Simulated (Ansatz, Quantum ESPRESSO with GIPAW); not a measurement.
## 127I and 39K NMR of KI, calculated

Wanted: NMR shieldings for each site of KI.

**The experiment.** The 127I shift is 192.62 ppm against aqueous I-, in “Multinuclear Solid-State Magnetic Resonance Studies on 'Exotic' Quadrupolar Nuclei: Acquisition Methods, High-Order Effects, Quantum Chemical Computations” (Widdifield, PhD thesis, University of Ottawa, 2012), quoting earlier work.

Calculated with Quantum ESPRESSO with GIPAW 8.0dev (patched build); DFT, PBE, plane-wave PAW (pslibrary 1.0.0 recipes), scalar-relativistic, GIPAW; a patched development version of the program.

Most raw output is cut from this account.

### 1. Starting point

The structure is cubic, space group Fm-3m (No. 225). The conventional cell has a = 7.066 Å, b = 7.066 Å, c = 7.066 Å, α = 90.00°, β = 90.00°, γ = 90.00°. Nearest to I lie 6 K at 3.53 Å. Nearest to K lie 6 I at 3.53 Å. Farther neighbours and most contacts between anions are not listed.

Structure file:

```cif
data_structure
_symmetry_space_group_name_H-M 'P 1'
_symmetry_Int_Tables_number 1
_cell_length_a 4.9961
_cell_length_b 4.9961
_cell_length_c 4.9961
_cell_angle_alpha 60.000
_cell_angle_beta 60.000
_cell_angle_gamma 60.000
_cell_volume 88.18
loop_
_atom_site_label
_atom_site_type_symbol
_atom_site_fract_x
_atom_site_fract_y
_atom_site_fract_z
_atom_site_occupancy
I1 I 0.50000 0.50000 0.50000 1
K2 K 0.00000 0.00000 0.00000 1
```

The cell is an entry of the Crystallography Open Database.

### 2. The SCF step

GIPAW is a response on top of the ground state, so the wavefunctions come first. Their errors pass straight into the induced current, hence the tight threshold. No empty states are asked for: the response is solved without them. The mesh has a spacing of 0.31 Å⁻¹ at most. The PAW files were made with ld1.x from the pslibrary 1.0.0 recipes, with GIPAW reconstruction switched on.

scf.in

```
&control
  calculation = 'scf'
  prefix = 'x'
  outdir = './tmp/'
  pseudo_dir = './'
/
&system
  ibrav = 0
  nat = 2
  ntyp = 2
  ecutwfc = 55
  ecutrho = 330
  nbnd = 8
/
&electrons
  conv_thr = 1.0d-10
  mixing_beta = 0.7
  electron_maxstep = 100
/
ATOMIC_SPECIES
  I 126.904 I.pbe-n-kjpaw_psl.1.0.0-gipaw.UPF
  K 39.098 K.pbe-spn-kjpaw_psl.1.0.0-gipaw.UPF
CELL_PARAMETERS angstrom
  0.00000000 3.53277500 3.53277500
  3.53277500 0.00000000 3.53277500
  3.53277500 3.53277500 0.00000000
ATOMIC_POSITIONS crystal
  I 0.50000000 0.50000000 0.50000000
  K 0.00000000 0.00000000 0.00000000
K_POINTS automatic
  5 5 5 0 0 0
```

Launch:

```
> mpirun -np 4 pw.x -nk 4 -in scf.in > scf.out
```

It took 8.2 s on 4 MPI ranks of Arm Neoverse V2, shared host; peak memory 0.52 GiB.

It converged in 11 cycles to an estimated accuracy of 2e-11 Ry, on 10 irreducible k-points.

### 3. GIPAW: job nmr

The job finds the current that a weak uniform field induces (applied as a long wave, q_gipaw) and the field that this current makes at each nucleus. On atoms with p or d valence electrons much of the paramagnetic part arises close to the nucleus, where the PAW partial waves rebuild the true states. pawproj makes the reconstruction use the PAW data sets' own projectors.

nmr.in

```
&inputgipaw
  job = 'nmr'
  prefix = 'x'
  tmp_dir = './tmp/'
  restart_mode = 'from_scratch'
  verbosity = 'low'
  q_gipaw = 0.01
  spline_ps = .true.
  conv_threshold = 1.0d-14
  use_nmr_macroscopic_shape = .false.
  pawproj(1) = .true.
  pawproj(2) = .true.
/
```

Launch:

```
> mpirun -np 4 gipaw.x -in nmr.in > nmr.out
```

The job ended after 40 s (4 MPI ranks; peak memory 0.36 GiB; 2.6 min of CPU time).

The f-sum rule is met to 0.0036 of 17.3 (0.02 %). Converged shieldings require that this miss be small, but a small miss does not prove them. This build smooths some augmentation functions of the files as it reads them, which, it says, moves results; by how much was not measured here.

From the symmetric part of each tensor, with principal values σ11 ≤ σ22 ≤ σ33: σ_iso is their mean, the span is σ33 − σ11 and the skew 3(σ_iso − σ22)/span. (gipaw.x prints an anisotropy in another convention.)

```
site  atom no.  atoms in cell  σ_iso (ppm)  span (ppm)  skew
   I         1              1         4839           0     -
   K         2              1       1142.5         0.0     -
```

The macroscopic shape term is switched off. For a spherical sample the valence susceptibility of this run would add about 8 ppm to every site, a rough estimate, since the susceptibility converges slowly and lacks part of the PAW terms. Differences within the crystal don't depend on it, but shieldings of different compounds can't be compared to better than a few ppm without it.

I and K sit on cubic site symmetry, where the tensor must be isotropic.

How the isotropic values are made up (ppm). The core part is that of the free atom's core; bare is the current of the smooth valence states; the last two are what the PAW spheres add to the diamagnetic and the paramagnetic current:

| site | core | bare | reconstruction, dia | reconstruction, para |
| --- | --- | --- | --- | --- |
| I | 5697.1 | 57.3 | -1.9 | -913.7 |
| K | 1193.4 | 114.6 | -4.1 | -161.5 |

The quadrupolar nuclei (127I and 39K) sit on sites where the field gradient vanishes by symmetry, so they have no quadrupolar coupling.

### 4. From shieldings to shifts

Covalently bonded atoms count as neighbours within 1.18 times the sum of their radii. Otherwise a cation's neighbours lie within 1.2 times its shortest bond (1.3 for large cations, each anion's radius taken off where they differ), and an anion's are the cations that count it.

```
site  atom no.  atoms in cell  surroundings  bonds (Å)  σ_iso (ppm)
   I         1              1   bound to K6      3.533         4839
   K         2              1           KI6      3.533       1142.5
```

### 5. Cost against result

Each row names what was changed: another mesh tests the sampling of the zone; another functional shows how far the paramagnetic term hangs on the exchange-correlation form; another cutoff tests the basis.

Changes of σ_iso (ppm) against the run above (PBE, cutoffs 55 and 330 Ry, mesh 5×5×5, 3.1 min). Times are CPU times of pw.x and gipaw.x together, on 4 MPI ranks of Arm Neoverse V2, shared host; on a shared host they are rough. A run is marked as doubtful where the f-sum miss passes 0.015 electrons, or that much for each three atoms in larger cells (with Tl, Pb, Hg, Bi or Sn a third of that, or a mesh spacing over 0.26 Å⁻¹), or where the susceptibility is unphysically large.

```csv
run,CPU time,f-sum miss,I,K
mesh 7×7×7,5.7 min,0.0011,+11.4,+0.8
LDA,3.1 min,0.0048,-158.5,-25.2
cutoffs 40 and 280 Ry (coarse on purpose),1.9 min,0.0043,+0.5,-4.3
mesh 4×4×4 (marked),2.6 min,0.017,-42.7,-4.0
Wu-Cohen,3.2 min,0.0040,-36.9,-5.0
cutoffs 70 and 420 Ry,5.4 min,0.0024,-0.1,+0.7
```

The largest move is -158.5 ppm, on I, from LDA.

### 6. Comparison with the measured values

Without a fitted line the measured shift still tests the calculation: for an exact theory σ + δ is one number for all compounds of a nucleus, up to the shape term, which is left out of σ and differs by some ppm between compounds.

| nucleus, site | σ_iso (ppm) | measured δ (ppm) | σ + δ (ppm) | σ + δ of other compounds, same level |
| --- | --- | --- | --- | --- |
| 127I, I | 4839 | 192.62 | 5031 | NaI 4990 |

### 7. Outcome

```json
{
 "127I shielding without shape term": "4839 ppm",
 "39K shielding without shape term": "1142.5 ppm"
}
```

In words: 127I has one site (bound to K6), with isotropic shielding 4839 ppm (shape term left out). A shift needs a reference, δ = σ_ref − σ, fixed on measured compounds; for 127I of this kind at this level too few were at hand, or they scattered too widely about a line, so none is given. For 127I, σ + δ is 5031 ppm here and 4990 ppm in NaI: with that reference and slope one the shift would be off by -41 ppm. Going to mesh 7×7×7 changes no isotropic shielding by more than 11.5 ppm, a first measure of the error left in that respect. Going to cutoffs 70 and 420 Ry changes no isotropic shielding by more than 0.72 ppm, so the main run is converged in that respect. The cheaper run with cutoffs 40 and 280 Ry takes about 60 % of the time and is off by 0.49 ppm on I, and by 4.3 ppm at most. The largest change with the functional is 158.5 ppm in absolute shielding; part of that drops out once each functional has its own reference line. Spin-orbit coupling is missing, which matters for I. The scalar-relativistic files are used with non-relativistic response operators, which weighs most on the heavy atoms' own shieldings. This build of gipaw.x prints that it is not audited and that its numbers are no references by themselves. It also reports spline_ps as false although the input sets it; why was not traced.

[Logs are printed without paths, hosts, clocks, repeated set-up lines and the standing remarks that a program may print on its own settings, such as how far it seeks lower states.]

[Hosts, paths, dates, database ids (printed as entryN), source tags and the programs' standing remarks are cut or masked in the printed files.]

[Where no reference line passes its bar on scatter, no shift is given, so a measured shift of this compound may stand uncompared.]
